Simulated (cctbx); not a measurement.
**KErBr4 across an absorption edge**

Space group Pnma (no. 62), a = 7.7800 Å, b = 4.6260 Å, c = 19.5750 Å, α = 90.00°, β = 90.00°, γ = 90.00°.

| atom | mult. | x | y | z | Ueq (Å²) |
| --- | --- | --- | --- | --- | --- |
| Er1 | 4 | 0.2494 | 1/4 | 0.9447 | 0.0057 |
| Br1 | 4 | 0.5857 | 1/4 | 0.6935 | 0.0082 |
| Br2 | 4 | 0.5025 | 1/4 | 0.4403 | 0.0063 |
| Br3 | 4 | 0.6288 | 1/4 | 0.9577 | 0.0052 |
| Br4 | 4 | 0.6000 | 1/4 | 0.1364 | 0.0069 |
| K1 | 4 | 0.7290 | 1/4 | 0.2995 | 0.0118 |

The model was made for the exercise: a known structure type with other elements put in, its volume estimated, not relaxed; displacement parameters are assumed.

Calculated with cctbx: free-atom f′ and f″ from the Sasaki tables, no fine structure; amplitudes in electrons.

| E (eV) | F 2 0 2 | F 2 0 1 | F 1 1 2 | F 1 0 1 |
| --- | --- | --- | --- | --- |
| 12874 | 103.6 | 25.1 | 32.0 | 7.8 |
| 13224 | 104.9 | 23.9 | 30.9 | 7.7 |
| 13354 | 105.7 | 23.0 | 30.0 | 7.6 |
| 13414 | 106.5 | 22.0 | 29.1 | 7.6 |
| 13444 | 107.3 | 21.0 | 28.2 | 7.5 |
| 13459 | 108.1 | 20.0 | 27.3 | 7.4 |
| 13466 | 108.8 | 19.1 | 26.5 | 7.3 |
| 13470 | 109.6 | 18.2 | 25.6 | 7.2 |
| 13478 | 109.2 | 18.5 | 25.7 | 7.2 |
| 13482 | 108.3 | 19.6 | 26.7 | 7.3 |
| 13489 | 107.5 | 20.6 | 27.6 | 7.4 |
| 13504 | 106.7 | 21.6 | 28.6 | 7.5 |
| 13534 | 105.9 | 22.6 | 29.6 | 7.6 |
| 13624 | 104.8 | 24.0 | 30.9 | 7.7 |
| 13874 | 103.8 | 25.5 | 32.2 | 7.9 |

**Question.** Which edge is crossed, and why do the reflections move as they do?

The K edge of Br. The edge is at 13474 eV. f′ of Br falls from -4.3 e at 13354 eV to -7.7 e at 4 eV below it, and f″ steps from 0.50 to 3.82 e across it. Over that approach |F| changes by +4 % (2 0 2), -21 % (2 0 1), -15 % (1 1 2) and -5 % (1 0 1): a reflection falls where Br scatters in phase with the total and rises where it scatters against it; it hardly moves where the Br term is small or cancels by symmetry. Above the edge the larger f″ enters the imaginary part, where it can add to or cancel the other atoms' f″. The structure is centrosymmetric, so Friedel mates stay equal.
